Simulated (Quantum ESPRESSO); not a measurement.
**MnSi15 (Si32 Mn2 d4p50): which magnetic order is lowest**

A self-consistent run ends on one state, which hangs on the start. Several orders of MnSi15 (Si32 Mn2 d4p50) are started in Quantum ESPRESSO and their energies compared.

Method: PBE; plane waves with GBRV 1.5 PBE potentials, no spin-orbit coupling, in Quantum ESPRESSO 7.5.

**1. The structure**

The cell holds 32 atoms: 2 Mn and 30 Si. Cell: a = 10.862 Å, b = 10.862 Å, c = 5.431 Å, α = 90.0°, β = 90.0°, γ = 90.0°. substitutional dopants on the host's measured lattice, atoms not relaxed.

The cell was typed by rule, not taken from a database of measured structures.

**2. Start 1: ferro ++**

The signs are those of the starting moments on the seeded atoms, the atoms that are given a moment.

Input file pw.in:

```
&CONTROL
  calculation = 'scf'
  prefix = 'pwscf'
  outdir = './tmp'
  pseudo_dir = './pseudo'
  disk_io = 'nowf'
/
&SYSTEM
  ibrav = 0
  celldm(1) = 8
  nat = 32
  ntyp = 2
  ecutwfc = 40
  ecutrho = 280
  nbnd = 107
  occupations = 'smearing'
  smearing = 'fd'
  degauss = 0.00367493
  nspin = 2
  starting_magnetization(1) = 0.3
  starting_magnetization(2) = 0
/
&ELECTRONS
  conv_thr = 6.4d-08
  electron_maxstep = 150
  mixing_beta = 0.3
/
ATOMIC_SPECIES
Mn     54.9380 mn_pbe_v1.5.uspp.F.UPF
Si     28.0850 si_pbe_v1.uspp.F.UPF
CELL_PARAMETERS alat
   2.5657756457106    0.0000000000000    0.0000000000000
   0.0000000000000    2.5657756457106    0.0000000000000
   0.0000000000000    0.0000000000000    1.2828878228553
ATOMIC_POSITIONS crystal
Mn      0.0000000000    0.0000000000    0.0000000000
Si      0.1250000000    0.1250000000    0.2500000000
Si      0.0000000000    0.2500000000    0.5000000000
Mn      0.1250000000    0.3750000000    0.7500000000
Si      0.2500000000    0.0000000000    0.5000000000
Si      0.3750000000    0.1250000000    0.7500000000
Si      0.2500000000    0.2500000000    0.0000000000
Si      0.3750000000    0.3750000000    0.2500000000
Si      0.0000000000    0.5000000000    0.0000000000
Si      0.1250000000    0.6250000000    0.2500000000
Si      0.0000000000    0.7500000000    0.5000000000
Si      0.1250000000    0.8750000000    0.7500000000
Si      0.2500000000    0.5000000000    0.5000000000
Si      0.3750000000    0.6250000000    0.7500000000
Si      0.2500000000    0.7500000000    0.0000000000
Si      0.3750000000    0.8750000000    0.2500000000
Si      0.5000000000    0.0000000000    0.0000000000
Si      0.6250000000    0.1250000000    0.2500000000
Si      0.5000000000    0.2500000000    0.5000000000
Si      0.6250000000    0.3750000000    0.7500000000
Si      0.7500000000    0.0000000000    0.5000000000
Si      0.8750000000    0.1250000000    0.7500000000
Si      0.7500000000    0.2500000000    0.0000000000
Si      0.8750000000    0.3750000000    0.2500000000
Si      0.5000000000    0.5000000000    0.0000000000
Si      0.6250000000    0.6250000000    0.2500000000
Si      0.5000000000    0.7500000000    0.5000000000
Si      0.6250000000    0.8750000000    0.7500000000
Si      0.7500000000    0.5000000000    0.5000000000
Si      0.8750000000    0.6250000000    0.7500000000
Si      0.7500000000    0.7500000000    0.0000000000
Si      0.8750000000    0.8750000000    0.2500000000
K_POINTS automatic
3 3 5 0 0 0
```

Launch:

```console
$ OMP_NUM_THREADS=1 mpirun -n 4 pw.x -nk 4 -in pw.in > pw.out
```

Output:

```text
Program PWSCF v.7.5 starts

     K-points division:     npool     =       4
     Subspace diagonalization in iterative solution of the eigenvalue problem:

     G-vector sticks info
     --------------------
     sticks:   dense  smooth     PW     G-vecs:    dense   smooth      PW
     Sum        9393    5377   1473               342127   147905   21125

     Using Slab Decomposition

     bravais-lattice index     =            0
     lattice parameter (alat)  =       8.0000  a.u.
     unit-cell volume          =    4324.1027 (a.u.)^3
     number of atoms/cell      =           32
     number of atomic types    =            2
     number of electrons       =       150.00
     number of Kohn-Sham states=          107
     kinetic-energy cutoff     =      40.0000  Ry
     charge density cutoff     =     280.0000  Ry
     scf convergence threshold =      6.4E-08
     mixing beta               =       0.3000
     number of iterations used =            8  plain     mixing
     Exchange-correlation= SLA  PW   PBE  PBE
                           (   1   4   3   4   0   0   0)

     celldm(1)=   8.000000  celldm(2)=   0.000000  celldm(3)=   0.000000
     celldm(4)=   0.000000  celldm(5)=   0.000000  celldm(6)=   0.000000

     crystal axes: (cart. coord. in units of alat)
               a(1) = (   2.565776   0.000000   0.000000 )
               a(2) = (   0.000000   2.565776   0.000000 )
               a(3) = (   0.000000   0.000000   1.282888 )

     reciprocal axes: (cart. coord. in units 2 pi/alat)
               b(1) = (  0.389746  0.000000  0.000000 )
               b(2) = (  0.000000  0.389746  0.000000 )
               b(3) = (  0.000000  0.000000  0.779491 )

     PseudoPot. # 1 for Mn read from file:
     mn_pbe_v1.5.uspp.F.UPF
     Pseudo is Ultrasoft + core correction, Zval = 15.0
     Generated by new atomic code, or converted to UPF format
     Using radial grid of  859 points,  6 beta functions with:
                l(1) =   0
                l(2) =   0
                l(3) =   1
                l(4) =   1
                l(5) =   2
                l(6) =   2
     Q(r) pseudized with  8 coefficients,  rinner =    0.950   0.950   0.950
                                                       0.950   0.950

     PseudoPot. # 2 for Si read from file:
     si_pbe_v1.uspp.F.UPF
     Pseudo is Ultrasoft + core correction, Zval =  4.0
     Generated by new atomic code, or converted to UPF format
     Using radial grid of  899 points,  6 beta functions with:
                l(1) =   0
                l(2) =   0
                l(3) =   1
                l(4) =   1
                l(5) =   2
                l(6) =   2
     Q(r) pseudized with  8 coefficients,  rinner =    0.900   0.900   0.900
                                                       0.900   0.900

     atomic species   valence    mass     pseudopotential
     Mn               15.00    54.93800     Mn( 1.00)
     Si                4.00    28.08500     Si( 1.00)

     Starting magnetic structure
     atomic species   magnetization
     Mn              0.300
     Si              0.000

     No symmetry found

   Cartesian axes

     site n.     atom                  positions (alat units)
         1        Mn     tau(   1) = (   0.0000000   0.0000000   0.0000000  )
         2        Si     tau(   2) = (   0.3207220   0.3207220   0.3207220  )
         3        Si     tau(   3) = (   0.0000000   0.6414439   0.6414439  )
         4        Mn     tau(   4) = (   0.3207220   0.9621659   0.9621659  )
         5        Si     tau(   5) = (   0.6414439   0.0000000   0.6414439  )
         6        Si     tau(   6) = (   0.9621659   0.3207220   0.9621659  )
         7        Si     tau(   7) = (   0.6414439   0.6414439   0.0000000  )
         8        Si     tau(   8) = (   0.9621659   0.9621659   0.3207220  )
         9        Si     tau(   9) = (   0.0000000   1.2828878   0.0000000  )
        10        Si     tau(  10) = (   0.3207220   1.6036098   0.3207220  )
        11        Si     tau(  11) = (   0.0000000   1.9243317   0.6414439  )
        12        Si     tau(  12) = (   0.3207220   2.2450537   0.9621659  )
        13        Si     tau(  13) = (   0.6414439   1.2828878   0.6414439  )
        14        Si     tau(  14) = (   0.9621659   1.6036098   0.9621659  )
        15        Si     tau(  15) = (   0.6414439   1.9243317   0.0000000  )
        16        Si     tau(  16) = (   0.9621659   2.2450537   0.3207220  )
        17        Si     tau(  17) = (   1.2828878   0.0000000   0.0000000  )
        18        Si     tau(  18) = (   1.6036098   0.3207220   0.3207220  )
        19        Si     tau(  19) = (   1.2828878   0.6414439   0.6414439  )
        20        Si     tau(  20) = (   1.6036098   0.9621659   0.9621659  )
        21        Si     tau(  21) = (   1.9243317   0.0000000   0.6414439  )
        22        Si     tau(  22) = (   2.2450537   0.3207220   0.9621659  )
        23        Si     tau(  23) = (   1.9243317   0.6414439   0.0000000  )
        24        Si     tau(  24) = (   2.2450537   0.9621659   0.3207220  )
        25        Si     tau(  25) = (   1.2828878   1.2828878   0.0000000  )
        26        Si     tau(  26) = (   1.6036098   1.6036098   0.3207220  )
        27        Si     tau(  27) = (   1.2828878   1.9243317   0.6414439  )
        28        Si     tau(  28) = (   1.6036098   2.2450537   0.9621659  )
        29        Si     tau(  29) = (   1.9243317   1.2828878   0.6414439  )
        30        Si     tau(  30) = (   2.2450537   1.6036098   0.9621659  )
        31        Si     tau(  31) = (   1.9243317   1.9243317   0.0000000  )
        32        Si     tau(  32) = (   2.2450537   2.2450537   0.3207220  )

     number of k points=    23  Fermi-Dirac smearing, width (Ry)=  0.0037
                       cart. coord. in units 2pi/alat
        k(    1) = (   0.0000000   0.0000000   0.0000000), wk =   0.0222222
        k(    2) = (   0.0000000   0.0000000   0.1558983), wk =   0.0444444
        k(    3) = (   0.0000000   0.0000000   0.3117966), wk =   0.0444444
        k(    4) = (   0.0000000   0.1299152   0.0000000), wk =   0.0444444
        k(    5) = (   0.0000000   0.1299152   0.1558983), wk =   0.0444444
        [... 18 further k-points ...]

     Dense  grid:   342127 G-vectors     FFT dimensions: ( 120, 120,  60)

     Smooth grid:   147905 G-vectors     FFT dimensions: (  90,  90,  45)

     Check: negative core charge=   -0.000006
     Generating pointlists ...
     new r_m :   0.2291 (alat units)  1.8332 (a.u.) for type    1
     new r_m :   0.2291 (alat units)  1.8332 (a.u.) for type    2

     Initial potential from superposition of free atoms

     starting charge     148.9797, renormalised to     150.0000
     Starting wfcs are  146 randomized atomic wfcs

     Self-consistent Calculation

     iteration #  1     ecut=    40.00 Ry     beta= 0.30
     Davidson diagonalization with overlap
     ethr =  1.00E-02,  avg # of iterations =  3.1

     total energy              =    -708.05764376 Ry
     estimated scf accuracy    <       5.34710500 Ry

     total magnetization       =     5.85 Bohr mag/cell
     absolute magnetization    =     7.00 Bohr mag/cell

     iteration #  2     ecut=    40.00 Ry     beta= 0.30
     Davidson diagonalization with overlap
     ethr =  3.56E-03,  avg # of iterations =  4.3

     total energy              =    -705.76517786 Ry
     estimated scf accuracy    <      66.72503067 Ry

     total magnetization       =     0.66 Bohr mag/cell
     absolute magnetization    =     1.19 Bohr mag/cell

     iteration #  3     ecut=    40.00 Ry     beta= 0.30
     Davidson diagonalization with overlap
     ethr =  3.56E-03,  avg # of iterations =  4.5

     total energy              =    -709.93048321 Ry
     estimated scf accuracy    <       0.78170795 Ry

     total magnetization       =     5.46 Bohr mag/cell
     absolute magnetization    =     6.89 Bohr mag/cell

     [... further iterations left out ...]

     iteration # 14     ecut=    40.00 Ry     beta= 0.30
     Davidson diagonalization with overlap
     ethr =  2.10E-09,  avg # of iterations =  2.6

     total energy              =    -709.99776360 Ry
     estimated scf accuracy    <       0.00000101 Ry

     total magnetization       =     5.98 Bohr mag/cell
     absolute magnetization    =     7.48 Bohr mag/cell

     iteration # 15     ecut=    40.00 Ry     beta= 0.30
     Davidson diagonalization with overlap
     ethr =  6.71E-10,  avg # of iterations =  3.8

     total energy              =    -709.99776402 Ry
     estimated scf accuracy    <       0.00000053 Ry

     total magnetization       =     5.98 Bohr mag/cell
     absolute magnetization    =     7.48 Bohr mag/cell

     iteration # 16     ecut=    40.00 Ry     beta= 0.30
     Davidson diagonalization with overlap
     ethr =  3.55E-10,  avg # of iterations =  2.2

     total energy              =    -709.99776426 Ry
     estimated scf accuracy    <       0.00000042 Ry

     total magnetization       =     5.98 Bohr mag/cell
     absolute magnetization    =     7.48 Bohr mag/cell

     iteration # 17     ecut=    40.00 Ry     beta= 0.30
     Davidson diagonalization with overlap
     ethr =  2.78E-10,  avg # of iterations =  1.9

     Magnetic moment per site  (integrated on atomic sphere of radius R)
     atom   1 (R=0.229)  charge= 12.9913  magn=  2.8179
     atom   2 (R=0.229)  charge=  1.8277  magn= -0.0382
     atom   3 (R=0.229)  charge=  1.8277  magn= -0.0382
     atom   4 (R=0.229)  charge= 12.9913  magn=  2.8178
     atom   5 (R=0.229)  charge=  1.8160  magn=  0.0013
     atom   6 (R=0.229)  charge=  1.8203  magn=  0.0026
     atom   7 (R=0.229)  charge=  1.8302  magn= -0.0513
     atom   8 (R=0.229)  charge=  1.8164  magn=  0.0065
     atom   9 (R=0.229)  charge=  1.8344  magn= -0.0525
     atom  10 (R=0.229)  charge=  1.8164  magn=  0.0083
     atom  11 (R=0.229)  charge=  1.8164  magn=  0.0083
     atom  12 (R=0.229)  charge=  1.8344  magn= -0.0526
     atom  13 (R=0.229)  charge=  1.8338  magn= -0.0546
     atom  14 (R=0.229)  charge=  1.8197  magn=  0.0024
     atom  15 (R=0.229)  charge=  1.8195  magn= -0.0010
     atom  16 (R=0.229)  charge=  1.8233  magn= -0.0040
     atom  17 (R=0.229)  charge=  1.8232  magn= -0.0061
     atom  18 (R=0.229)  charge=  1.8230  magn= -0.0033
     atom  19 (R=0.229)  charge=  1.8230  magn= -0.0033
     atom  20 (R=0.229)  charge=  1.8232  magn= -0.0061
     atom  21 (R=0.229)  charge=  1.8164  magn=  0.0065
     atom  22 (R=0.229)  charge=  1.8302  magn= -0.0513
     atom  23 (R=0.229)  charge=  1.8203  magn=  0.0026
     atom  24 (R=0.229)  charge=  1.8160  magn=  0.0013
     atom  25 (R=0.229)  charge=  1.8242  magn= -0.0038
     atom  26 (R=0.229)  charge=  1.8228  magn= -0.0034
     atom  27 (R=0.229)  charge=  1.8228  magn= -0.0034
     atom  28 (R=0.229)  charge=  1.8242  magn= -0.0038
     atom  29 (R=0.229)  charge=  1.8233  magn= -0.0040
     atom  30 (R=0.229)  charge=  1.8195  magn= -0.0010
     atom  31 (R=0.229)  charge=  1.8197  magn=  0.0024
     atom  32 (R=0.229)  charge=  1.8338  magn= -0.0546

     End of self-consistent calculation

     [... lines left out ...]
     the Fermi energy is     6.4953 ev

!    total energy              =    -709.99776446 Ry
     estimated scf accuracy    <       0.00000005 Ry
     smearing contrib. (-TS)   =      -0.00347658 Ry
     internal energy E=F+TS    =    -709.99428788 Ry

     The total energy is F=E-TS. E is the sum of the following terms:
     one-electron contribution =    -371.49066880 Ry
     hartree contribution      =     245.68238196 Ry
     xc contribution           =    -182.27407974 Ry
     ewald contribution        =    -401.91192130 Ry

     total magnetization       =     5.98 Bohr mag/cell
     absolute magnetization    =     7.48 Bohr mag/cell

     convergence has been achieved in  17 iterations

=------------------------------------------------------------------------------=
   JOB DONE.
=------------------------------------------------------------------------------=
```

The job ended after 30 min (4 MPI ranks of Intel Xeon at 2.70GHz, shared host; peak memory 4 GiB; 2 h of CPU time).

Spin moment in the atom's sphere by element, in μB:

```tsv
element	atoms	mean	spread (r.m.s.)	least	largest
Mn	2	2.82	0.00	2.82	2.82
Si	30	-0.01	0.02	-0.05	0.01
```

The atoms farthest from the mean of their element:

```tsv
atom	x, y, z (Å)	spin moment in the atom's sphere (μB)
Si13	2.72, 5.43, 2.72	-0.05
Si32	9.50, 9.50, 1.36	-0.05
Si12	1.36, 9.50, 4.07	-0.05
Si9	0.00, 5.43, 0.00	-0.05
Si22	9.50, 1.36, 4.07	-0.05
Si7	2.72, 2.72, 0.00	-0.05
Si3	0.00, 2.72, 2.72	-0.04
Si2	1.36, 1.36, 1.36	-0.04
```

Read from the output:

| Quantity | Value |
| --- | --- |
| smearing term TS | 0.04730 eV |
| magnetization | 5.98 μB |
| absolute magnetization | 7.478 μB |
| final state | ferromagnetic |

[end of part 1 of 2]

[Logs and program files are shortened in this print: banners, set-up blocks, solver, clock and traceback lines can be left out without a mark of their own.]

[Logs are printed without paths, hosts, clocks, repeated set-up lines and the standing remarks that a program may print on its own settings, such as how far it seeks lower states.]

[Hosts, paths, dates, database ids (printed as entryN), source tags and the programs' standing remarks are cut or masked in the printed files.]

[Where a cell is said to come from a database of computed structures, the database is the Materials Project.]
